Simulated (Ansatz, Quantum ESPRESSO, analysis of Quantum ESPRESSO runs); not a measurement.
# Migration barrier of interstitial H in fcc Al, hop from a tetrahedral to the next octahedral site (PBE) (Quantum ESPRESSO), part 2 of 3

Aim: the migration barrier of interstitial H in fcc Al, hop from a tetrahedral to the next octahedral site, to be set beside the measurement. Set-up: PBE, PseudoDojo 0.4.1 SR PBE standard, 32-site cell, PBE lattice, k: 3x3x3, start relaxed with Ansatz. The model is a cell of 32 host atoms with 1 H put in. The barrier is the energy of the highest image of a climbing band over the relaxed site that the atom leaves. Other potentials or another program check that the number doesn't hang on one set of files.

Quantum ESPRESSO 7.5; PBE, PseudoDojo 0.4.1 SR PBE standard, 32-site cell, PBE lattice, k: 3x3x3, start relaxed with Ansatz.

So far: Starting point; Relaxation, charge 0.

## (3) Relaxation, charge 0

Level of this step: Quantum ESPRESSO plane-wave DFT, PBE, PseudoDojo 0.4.1 SR PBE standard potentials; relaxation of all atoms of a defect supercell (Quantum ESPRESSO).

The other end of the jump is relaxed alike.

Contents of pw.in:

```
&CONTROL
  calculation = 'relax'
  prefix = 'pwscf'
  outdir = './tmp'
  pseudo_dir = './pseudo'
  tprnfor = .true.
  disk_io = 'low'
  nstep = 70
  forc_conv_thr = 0.00078
  etot_conv_thr = 0.0001
/
&SYSTEM
  ibrav = 0
  nat = 33
  ntyp = 2
  ecutwfc = 72
  nbnd = 63
  occupations = 'smearing'
  smearing = 'mv'
  degauss = 0.00734986
/
&ELECTRONS
  conv_thr = 3d-08
  electron_maxstep = 100
  mixing_beta = 0.5
/
&IONS
  ion_dynamics = 'bfgs'
/
ATOMIC_SPECIES
Al    26.9815 Al.upf
H      1.0080 H.upf
CELL_PARAMETERS angstrom
   8.0724432688    0.0000000000    0.0000000000
   0.0000000000    8.0724432688    0.0000000000
   0.0000000000    0.0000000000    8.0724432688
ATOMIC_POSITIONS crystal
Al     0.0003394240    0.0003394240    0.0003394240
Al    -0.0058637242    0.2500000000    0.2500000000
[... 5 atom lines left out ...]
Al     0.2500000000    0.2500000000    0.5058637242
[... 2 atom lines left out ...]
Al     0.2500000000    0.5058637242    0.2500000000
[... 1 atom line left out ...]
Al     0.0003394240    0.4996605760    0.4996605760
[... 4 atom lines left out ...]
Al     0.5058637242    0.2500000000    0.2500000000
[... 2 atom lines left out ...]
Al     0.4996605760    0.0003394240    0.4996605760
Al     0.5012851490    0.2500000000    0.7500000000
[... 1 atom line left out ...]
Al     0.7500000000    0.2500000000    0.5012851490
Al     0.4996605760    0.4996605760    0.0003394240
Al     0.5012851490    0.7500000000    0.2500000000
Al     0.7500000000    0.5012851490    0.2500000000
[... 1 atom line left out ...]
Al     0.4996605760    0.4996605760    0.4996605760
[... 3 atom lines left out ...]
H      0.2500000000    0.2500000000    0.2500000000
K_POINTS automatic
3 3 3 0 0 0
```

On the command line:

```console
> OMP_NUM_THREADS=1 mpirun -n 4 pw.x -nk 4 -in pw.in > pw.out
```

The log of the run:

```text
[banner, memory and clock lines left out]
          URL

     Message from routine setup:
     using ibrav=0 with symmetry is DISCOURAGED, use correct ibrav instead

     G-vector sticks info

     bravais-lattice index     =            0
     lattice parameter (alat)  =      15.2547  a.u.
     unit-cell volume          =    3549.8631 (a.u.)^3
     number of atoms/cell      =           33
     number of atomic types    =            2
     number of electrons       =        97.00
     number of Kohn-Sham states=           63
     kinetic-energy cutoff     =      72.0000  Ry
     charge density cutoff     =     288.0000  Ry
     scf convergence threshold =      3.0E-08
     mixing beta               =       0.5000
     number of iterations used =            8  plain     mixing
     energy convergence thresh.=      1.0E-04
     force convergence thresh. =      7.8E-04
     Exchange-correlation= PBE
                           (   1   4   3   4   0   0   0)
     nstep                     =           70

     celldm(1)=  15.254707  celldm(2)=   0.000000  celldm(3)=   0.000000
     celldm(4)=   0.000000  celldm(5)=   0.000000  celldm(6)=   0.000000

     crystal axes: (cart. coord. in units of alat)
               a(1) = (   1.000000   0.000000   0.000000 )
               a(2) = (   0.000000   1.000000   0.000000 )
               a(3) = (   0.000000   0.000000   1.000000 )

     reciprocal axes: (cart. coord. in units 2 pi/alat)
               b(1) = (  1.000000  0.000000  0.000000 )
               b(2) = (  0.000000  1.000000  0.000000 )
               b(3) = (  0.000000  0.000000  1.000000 )

     PseudoPot. # 1 for Al read from file:
     Al.upf
     Pseudo is Norm-conserving + core correction, Zval =  3.0
     Generated using ONCVPSP code by D. R. Hamann
     Using radial grid of 1876 points,  6 beta functions with:
                l(1) =   0
                l(2) =   0
                l(3) =   1
                l(4) =   1
                l(5) =   2
                l(6) =   2

     PseudoPot. # 2 for H  read from file:
     H.upf
     Pseudo is Norm-conserving, Zval =  1.0
     Generated using ONCVPSP code by D. R. Hamann
     Using radial grid of 1166 points,  3 beta functions with:
                l(1) =   0
                l(2) =   0
                l(3) =   1

     atomic species   valence    mass     pseudopotential
     Al                3.00    26.98150     Al( 1.00)
     H                 1.00     1.00800     H ( 1.00)

     48 Sym. Ops., with inversion, found (42 have fractional translation)

   Cartesian axes

     site n.     atom                  positions (alat units)
         1        Al     tau(   1) = (   0.0003394   0.0003394   0.0003394  )
         2        Al     tau(   2) = (  -0.0058637   0.2500000   0.2500000  )
         3        Al     tau(   3) = (   0.2500000  -0.0058637   0.2500000  )
         4        Al     tau(   4) = (   0.2500000   0.2500000  -0.0058637  )
         5        Al     tau(   5) = (   0.0003394   0.0003394   0.4996606  )
         6        Al     tau(   6) = (  -0.0012851   0.2500000   0.7500000  )
         7        Al     tau(   7) = (   0.2500000  -0.0012851   0.7500000  )
         8        Al     tau(   8) = (   0.2500000   0.2500000   0.5058637  )
         9        Al     tau(   9) = (   0.0003394   0.4996606   0.0003394  )
        10        Al     tau(  10) = (  -0.0012851   0.7500000   0.2500000  )
        11        Al     tau(  11) = (   0.2500000   0.5058637   0.2500000  )
        12        Al     tau(  12) = (   0.2500000   0.7500000  -0.0012851  )
        13        Al     tau(  13) = (   0.0003394   0.4996606   0.4996606  )
        14        Al     tau(  14) = (  -0.0008188   0.7500000   0.7500000  )
        15        Al     tau(  15) = (   0.2500000   0.5012851   0.7500000  )
        16        Al     tau(  16) = (   0.2500000   0.7500000   0.5012851  )
[...]
25        Al     tau(  25) = (   0.4996606   0.4996606   0.0003394  )
        26        Al     tau(  26) = (   0.5012851   0.7500000   0.2500000  )
        27        Al     tau(  27) = (   0.7500000   0.5012851   0.2500000  )
        28        Al     tau(  28) = (   0.7500000   0.7500000  -0.0008188  )
        29        Al     tau(  29) = (   0.4996606   0.4996606   0.4996606  )
        30        Al     tau(  30) = (   0.5008188   0.7500000   0.7500000  )
        31        Al     tau(  31) = (   0.7500000   0.5008188   0.7500000  )
        32        Al     tau(  32) = (   0.7500000   0.7500000   0.5008188  )
        33        H      tau(  33) = (   0.2500000   0.2500000   0.2500000  )

     number of k points=     4  Marzari-Vanderbilt smearing, width (Ry)=  0.0073
                       cart. coord. in units 2pi/alat
        k(    1) = (   0.0000000   0.0000000   0.0000000), wk =   0.0740741
        k(    2) = (   0.0000000   0.0000000   0.3333333), wk =   0.4444444
        k(    3) = (   0.0000000   0.3333333   0.3333333), wk =   0.8888889
        k(    4) = (   0.3333333   0.3333333   0.3333333), wk =   0.5925926

     Dense  grid:   292835 G-vectors     FFT dimensions: (  90,  90,  90)

     Initial potential from superposition of free atoms

     starting charge      96.9217, renormalised to      97.0000
     Starting wfcs are  129 randomized atomic wfcs

     Self-consistent Calculation

     iteration #  1     ecut=    72.00 Ry     beta= 0.50
     Davidson diagonalization with overlap
     ethr =  1.00E-02,  avg # of iterations =  3.5

     Threshold (ethr) on eigenvalues was too large:
     Diagonalizing with lowered threshold

     Davidson diagonalization with overlap
     ethr =  2.05E-04,  avg # of iterations =  5.8
     Minimization algorithm failed to find Fermi energy: reverting to bisection
     Possible cause: smearing is larger than the electronic band-gap.

     total energy              =    -149.49200889 Ry
     estimated scf accuracy    <       0.20860796 Ry

     iteration #  2     ecut=    72.00 Ry     beta= 0.50
     Davidson diagonalization with overlap
     ethr =  2.15E-04,  avg # of iterations =  2.0
     Minimization algorithm failed to find Fermi energy: reverting to bisection
     Possible cause: smearing is larger than the electronic band-gap.

     total energy              =    -149.48603439 Ry
     estimated scf accuracy    <       0.04576674 Ry

     iteration #  3     ecut=    72.00 Ry     beta= 0.50
     Davidson diagonalization with overlap
     ethr =  4.72E-05,  avg # of iterations =  6.5
     Minimization algorithm failed to find Fermi energy: reverting to bisection
[...]
Possible cause: smearing is larger than the electronic band-gap.

     total energy              =    -149.49016109 Ry
     estimated scf accuracy    <       0.00000127 Ry

     iteration #  9     ecut=    72.00 Ry     beta= 0.50
     Davidson diagonalization with overlap
     ethr =  1.31E-09,  avg # of iterations =  2.2
     Minimization algorithm failed to find Fermi energy: reverting to bisection
     Possible cause: smearing is larger than the electronic band-gap.

     total energy              =    -149.49016140 Ry
     estimated scf accuracy    <       0.00000020 Ry

     iteration # 10     ecut=    72.00 Ry     beta= 0.50
     Davidson diagonalization with overlap
     ethr =  2.01E-10,  avg # of iterations =  2.0
     Minimization algorithm failed to find Fermi energy: reverting to bisection
     Possible cause: smearing is larger than the electronic band-gap.

     End of self-consistent calculation

          k = 0.0000 0.0000 0.0000 ( 36449 PWs)   bands (ev):

    -3.3200  -1.6795  -0.9422  -0.9422  -0.9140  -0.9140  -0.9140   0.4082
     1.2584   1.2584   1.2905   1.2905   1.2905   1.2947   1.2947   1.2947
     1.3171   1.3171   1.3171   2.9153   3.3892   3.3892   3.3892   3.5796
     3.5796   3.5796   3.6314   5.0359   5.0359   5.0359   5.6650   6.3975
     6.3975   7.0772   7.0772   7.0772   7.1089   7.1089   7.1089   7.1271
     7.1271   7.1271   7.1686   7.1686   7.1686   7.1838   8.1165   8.1165
     8.1671   8.1671   8.1671   9.0773   9.0774   9.0775   9.1159   9.1159
     9.1162   9.1625   9.1626   9.1628   9.1994   9.1997   9.2006

          k = 0.0000 0.0000 0.3333 ( 36621 PWs)   bands (ev):

    -3.0898  -2.3142  -1.2809  -0.6941  -0.6659  -0.6659  -0.2246   0.0484
     0.0765   0.0765   0.7058   1.1793   1.5371   1.5371   1.5616   2.0004
     2.2683   2.2683   2.2919   2.7486   2.9698   2.9754   3.0044   3.0044
     4.6316   5.1024   5.1055   5.1323   5.1323   5.1717   5.1717   5.1957
     5.2676   5.2676   5.9619   5.9619   6.1912   6.6405   6.9782   7.2650
     7.2665   7.2665   7.3033   7.3359   7.3359   7.3486   7.3586   7.4010
     8.0224   8.0224   8.0560   8.0978   8.2945   8.7444   8.7444   8.7999
     8.8314   8.8314   8.8879   9.3375   9.5495   9.5745   9.5745

          k = 0.0000 0.3333 0.3333 ( 36659 PWs)   bands (ev):

    -2.8693  -2.1814  -1.9252  -1.3083  -0.7298  -0.4181  -0.0456   0.2937
     0.3217   0.3243   0.7957   1.0356   1.0433   1.0605   1.6507   1.7786
[...]
8.2551   8.7026   8.8541   8.9191   8.9251   8.9341   8.9851   8.9866
     9.0195   9.1230   9.5190   9.6594   9.6819   9.6944  10.5231

          k = 0.3333 0.3333 0.3333 ( 36582 PWs)   bands (ev):

    -2.6636  -2.0384  -1.6754  -1.6754  -1.1563  -0.9278  -0.9278  -0.2641
     0.8161   1.2880   1.2880   1.6389   2.0173   2.0173   2.0212   2.0212
     2.0241   2.5748   2.7504   2.7504   3.2499   3.4531   3.4531   3.8734
     4.1656   4.1656   4.1713   4.1713   4.1727   4.5948   4.7613   4.7613
     5.0181   5.0502   5.0502   5.5313   5.6410   5.6410   6.7435   6.9935
     6.9935   7.0233   7.0418   7.0418   7.5482   7.7104   7.7104   7.7355
     7.7583   7.7583   8.4108   8.7050   9.0030   9.0030   9.3600   9.5097
     9.5097   9.6436   9.8163   9.8164   9.8810  10.0543  10.0550

     the Fermi energy is     7.8221 ev

!    total energy              =    -149.49016142 Ry
     estimated scf accuracy    <       0.00000002 Ry
     smearing contrib. (-TS)   =       0.00248225 Ry
     internal energy E=F+TS    =    -149.49264366 Ry

     The total energy is F=E-TS. E is the sum of the following terms:
     one-electron contribution =      94.48066137 Ry
     hartree contribution      =       0.55440126 Ry
     xc contribution           =     -70.19503047 Ry
     ewald contribution        =    -174.33267582 Ry

     convergence has been achieved in  10 iterations

     Forces acting on atoms (cartesian axes, Ry/au):

     atom    1 type  1   force =     0.00002572    0.00002572    0.00002572
     atom    2 type  1   force =     0.00018186   -0.00000000    0.00000000
     atom    3 type  1   force =     0.00000000    0.00018186    0.00000000
     atom    4 type  1   force =     0.00000000    0.00000000    0.00018186
     atom    5 type  1   force =     0.00002572    0.00002572   -0.00002572
     atom    6 type  1   force =    -0.00011084    0.00000000    0.00000000
     atom    7 type  1   force =     0.00000000   -0.00011084    0.00000000
     atom    8 type  1   force =     0.00000000    0.00000000   -0.00018186
     atom    9 type  1   force =     0.00002572   -0.00002572    0.00002572
     atom   10 type  1   force =    -0.00011084    0.00000000   -0.00000000
     atom   11 type  1   force =    -0.00000000   -0.00018186   -0.00000000
     atom   12 type  1   force =     0.00000000   -0.00000000   -0.00011084
     atom   13 type  1   force =     0.00002572   -0.00002572   -0.00002572
     atom   14 type  1   force =    -0.00007616    0.00000000    0.00000000
     atom   15 type  1   force =     0.00000000    0.00011084    0.00000000
     atom   16 type  1   force =     0.00000000   -0.00000000    0.00011084
[...]
atom   26 type  1   force =     0.00011084    0.00000000   -0.00000000
     atom   27 type  1   force =     0.00000000    0.00011084    0.00000000
     atom   28 type  1   force =     0.00000000    0.00000000   -0.00007616
     atom   29 type  1   force =    -0.00002572   -0.00002572   -0.00002572
     atom   30 type  1   force =     0.00007616    0.00000000   -0.00000000
     atom   31 type  1   force =     0.00000000    0.00007616    0.00000000
     atom   32 type  1   force =    -0.00000000    0.00000000    0.00007616
     atom   33 type  2   force =     0.00000000    0.00000000    0.00000000

     Total force =     0.000630     Total SCF correction =     0.000201
     SCF correction compared to forces is large: reduce conv_thr to get better values

     BFGS Geometry Optimization
     Energy error            =      4.0E-07 Ry
     Gradient error          =      1.8E-04 Ry/Bohr

     bfgs converged in   1 scf cycles and   0 bfgs steps
     (criteria: energy <  1.0E-04 Ry, force <  7.8E-04 Ry/Bohr)

     End of BFGS Geometry Optimization

     Final energy             =    -149.4901614166 Ry
Begin final coordinates

ATOMIC_POSITIONS (crystal)
Al               0.0003394240        0.0003394240        0.0003394240
Al              -0.0058637242        0.2500000000        0.2500000000
Al               0.2500000000       -0.0058637242        0.2500000000
Al               0.2500000000        0.2500000000       -0.0058637242
Al               0.0003394240        0.0003394240        0.4996605760
Al              -0.0012851490        0.2500000000        0.7500000000
Al               0.2500000000       -0.0012851490        0.7500000000
Al               0.2500000000        0.2500000000        0.5058637242
Al               0.0003394240        0.4996605760        0.0003394240
Al              -0.0012851490        0.7500000000        0.2500000000
Al               0.2500000000        0.5058637242        0.2500000000
Al               0.2500000000        0.7500000000       -0.0012851490
Al               0.0003394240        0.4996605760        0.4996605760
Al              -0.0008188293        0.7500000000        0.7500000000
Al               0.2500000000        0.5012851490        0.7500000000
Al               0.2500000000        0.7500000000        0.5012851490
[...]
Al               0.5012851490        0.7500000000        0.2500000000
Al               0.7500000000        0.5012851490        0.2500000000
Al               0.7500000000        0.7500000000       -0.0008188293
Al               0.4996605760        0.4996605760        0.4996605760
Al               0.5008188293        0.7500000000        0.7500000000
Al               0.7500000000        0.5008188293        0.7500000000
Al               0.7500000000        0.7500000000        0.5008188293
H                0.2500000000        0.2500000000        0.2500000000
End final coordinates
```

Elapsed: 2.8 min, on 4 MPI ranks of Arm Neoverse N1, shared host; peak memory 3.2 GiB; 11 min of CPU time.

Hardly anything moved in the relaxation; the energy changed by under 0.2 meV an atom.

Neighbours of H33 at the end:

```tsv
atom	distance (Å)
Al2	2.065
Al4	2.065
Al3	2.065
Al11	2.065
Al18	2.065
Al8	2.065
Al9	3.491
Al13	3.491
Al21	3.491
Al17	3.491
Al29	3.491
Al25	3.491
Al5	3.491
Al1	3.491
```

[end of part 2 of 3]

[Logs are printed without paths, hosts, clocks, repeated set-up lines and the standing remarks that a program may print on its own settings, such as how far it seeks lower states.]

[Hosts, paths, dates, database ids (printed as entryN), source tags and the programs' standing remarks are cut or masked in the printed files.]

[For some hosts the program warned that the k-mesh of the response run may be too coarse for force constants and the static dielectric constant; such warnings are not shown here.]
